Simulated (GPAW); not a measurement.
## MgS (F-43m): G0W0 on several meshes in GPAW

Wanted: mesh dependence and cost of G0W0 for MgS (F-43m).

Program: GPAW 26.7.0. Level of theory: LDA and many-body steps on it, plane waves. Results are calculated unless marked as measured.

Most raw output is cut from this account.

**1. The starting structure**

It takes space group F-43m (No. 216, cubic). Conventional cell: a = 5.666 Å, b = 5.666 Å, c = 5.666 Å, α = 90.00°, β = 90.00°, γ = 90.00°. Mg has 4 S at 2.45 Å nearest. S has 4 Mg at 2.45 Å nearest. Farther neighbours and most contacts between anions are not listed.

As a file:

```cif
data_structure
_symmetry_space_group_name_H-M 'F-43m'
_symmetry_Int_Tables_number 216
_cell_length_a 5.6662
_cell_length_b 5.6662
_cell_length_c 5.6662
_cell_angle_alpha 90.000
_cell_angle_beta 90.000
_cell_angle_gamma 90.000
_cell_volume 181.92
loop_
_atom_site_label
_atom_site_type_symbol
_atom_site_symmetry_multiplicity
_atom_site_Wyckoff_symbol
_atom_site_fract_x
_atom_site_fract_y
_atom_site_fract_z
_atom_site_occupancy
Mg1 Mg 4 a 0.00000 0.00000 0.00000 1
S1 S 4 c 0.25000 0.25000 0.25000 1
```

The cell and positions are those that the Materials Project relaxed with its own functionals (PBE, PBE+U or r2SCAN), kept fixed. This is not the form that MgS usually takes at ambient conditions.

**2. Empty states on the mesh, 4×4×4 mesh, 418 bands**

This step: GPAW 26.7.0; DFT, LDA, plane waves, PAW.

The sums over transitions need many empty states on a uniform mesh; this step solves for them.

Contents of run.py:

```python
import json
import numpy as np
from gpaw.mpi import world
from gpaw import GPAW

calc = GPAW('gs.gpw').fixed_density(kpts={'size': (4, 4, 4), 'gamma': True},
    parallel={'domain': 1, 'band': 1},
    txt='nscf.txt')
calc.diagonalize_full_hamiltonian(nbands=418)
calc.write('full.gpw', mode='all')
res = {}
kpts = calc.get_ibz_k_points()
res['kpts'] = kpts
res['eigenvalues'] = [calc.get_eigenvalues(kpt=k) for k in range(len(kpts))]
res['n_electrons'] = calc.get_number_of_electrons()

if world.rank == 0:
    with open('result.json', 'w') as f:
        json.dump(res, f, default=lambda x: x.tolist())
```

The run is started by

```
$ mpirun -n 4 gpaw python run.py
```

Run time: 4.8 s. Hardware: 4 MPI ranks of Arm Neoverse V2, shared host; peak memory 0.94 GiB; 19 s of CPU time.

Numbers from this step:

| Property | Result |
| --- | --- |
| gap | 3.176 eV |
| k of the valence top | 0, 0, 0 |
| k of the conduction bottom | 0, 0, 0 |
| least direct gap | 3.176 eV |
| k points computed | 8 |
| lowest point of the top converged band, above the valence top | 242.7077 eV |

On this mesh the gap is 3.176 eV.

**3. 4×4×4**

G0W0 replaces the xc potential by the self-energy, built once from these orbitals. Only a window of levels is corrected, while the sums run over the empty bands that the input names.

This step: G0W0 on LDA, plane waves, PAW.

Contents of run.py:

```python
import json
import numpy as np
from gpaw.mpi import world
from gpaw.response.g0w0 import G0W0

gw = G0W0('full.gpw',
    filename='gw',
    kpts=[0],
    bands=(6, 10),
    ecut=75,
    nbands=67,
    integrate_gamma='WS',
    ppa=True)
gw.calculate()
res = {mode: {k: v for k, v in r.items() if k != 'sigma_eskwn'}
       for mode, r in gw.all_results.items()}

if world.rank == 0:
    with open('result.json', 'w') as f:
        json.dump(res, f, default=lambda x: x.tolist())
```

The run is started by

```
$ mpirun -n 4 gpaw python run.py
```

The job ended after 6.7 s (4 MPI ranks; peak memory 0.94 GiB; 26 s of CPU time).

Numbers from this step:

```
G0W0 gap on the points computed              : 4.786 eV
least direct G0W0 gap on the computed points : 4.786 eV
Z at the valence top                         : 0.7857
Z at the conduction bottom                   : 0.8216
starting gap on the mesh                     : 3.176 eV
k of the valence top                         : 0, 0, 0
k of the conduction bottom                   : 0, 0, 0
```

The gap on the mesh goes from 3.18 eV to 4.79 eV, a correction of +1.61 eV.

**4. Empty states on the mesh, 6×6×6 mesh, 77 bands**

This step: DFT, LDA, plane waves, PAW.

Contents of run.py:

```python
import json
import numpy as np
from gpaw.mpi import world
from gpaw import GPAW

calc = GPAW('gs.gpw').fixed_density(kpts={'size': (6, 6, 6), 'gamma': True},
    parallel={'domain': 1, 'band': 1},
    txt='nscf.txt')
calc.diagonalize_full_hamiltonian(nbands=77)
calc.write('full.gpw', mode='all')
res = {}
kpts = calc.get_ibz_k_points()
res['kpts'] = kpts
res['eigenvalues'] = [calc.get_eigenvalues(kpt=k) for k in range(len(kpts))]
res['n_electrons'] = calc.get_number_of_electrons()

if world.rank == 0:
    with open('result.json', 'w') as f:
        json.dump(res, f, default=lambda x: x.tolist())
```

The run is started by

```
$ mpirun -n 4 gpaw python run.py
```

Run time: 6.2 s. Hardware: 4 MPI ranks; peak memory 0.9 GiB.

This step gave:

| Item | Value |
| --- | --- |
| gap | 3.176 eV |
| k of the valence top | 0, 0, 0 |
| k of the conduction bottom | 0, 0, 0 |
| least direct gap | 3.176 eV |
| k points computed | 16 |
| lowest point of the top converged band, above the valence top | 69.1838 eV |

On this mesh the gap is 3.176 eV.

**5. 6×6×6**

This step: G0W0 on LDA, plane waves, PAW.

Contents of run.py:

```python
import json
import numpy as np
from gpaw.mpi import world
from gpaw.response.g0w0 import G0W0

gw = G0W0('full.gpw',
    filename='gw',
    kpts=[0],
    bands=(6, 10),
    ecut=75,
    nbands=67,
    integrate_gamma='WS',
    ppa=True)
gw.calculate()
res = {mode: {k: v for k, v in r.items() if k != 'sigma_eskwn'}
       for mode, r in gw.all_results.items()}

if world.rank == 0:
    with open('result.json', 'w') as f:
        json.dump(res, f, default=lambda x: x.tolist())
```

The run is started by

```
$ mpirun -n 4 gpaw python run.py
```

The job ended after 22 s (4 MPI ranks; peak memory 0.91 GiB; 87 s of CPU time).

Numbers from this step:

```yaml
g0w0_gap_on_the_points_computed: 4.768 eV
least_direct_g0w0_gap_on_the_computed_points: 4.768 eV
z_at_the_valence_top: 0.7859
z_at_the_conduction_bottom: 0.8231
starting_gap_on_the_mesh: 3.176 eV
k_of_the_valence_top: 0, 0, 0
k_of_the_conduction_bottom: 0, 0, 0
```

Against G0W0 in GPAW (4×4×4 mesh, 67 bands, screening to 75 eV, Godby-Needs plasmon pole), the gap moves by −0.018 eV.

**6. The runs together**

Times are wall times on 4 MPI ranks of Arm Neoverse V2, shared host, good to a factor of about two.

```
  run   mesh  bands  screening cutoff (eV)  DFT gap (eV)  gap on the mesh (eV)  direct (eV)   time
4×4×4  4×4×4     67                     75         3.176                 4.786        4.786  6.7 s
6×6×6  6×6×6     67                     75         3.176                 4.768        4.768   22 s
```

**7. Outcome**

```
4×4×4        : 4.786 eV
6×6×6        : 4.768 eV
known limits : not at the basis limit; coarse k mesh
```

In words: 6×6×6: −0.018 eV against 4×4×4. Bands and cutoff are finite, so the gap is not at the basis limit. The miss can reach some tenths of an eV and take either sign; the mesh is an error of its own. These stock PAW sets were not made for GW. In the G0W0 runs levels were corrected at 1 k point alone, so a gap called «on the mesh» is the least over those, and an edge elsewhere would be missed. The 4×4×4 mesh is coarse for this cell, which bears on the long-range parts of exchange and screening.

[Paths, hosts, dates, memory and timing lines, banners, echoed tables and standing remarks are left out of the program output.]

[Logs are printed without paths, hosts, clocks, repeated set-up lines and the standing remarks that a program may print on its own settings, such as how far it seeks lower states.]

[Runs of the session that timed out or met a known fault of the program may be left out.]

[Hosts, paths, dates, database ids (printed as entryN), source tags and the programs' standing remarks are cut or masked in the printed files.]
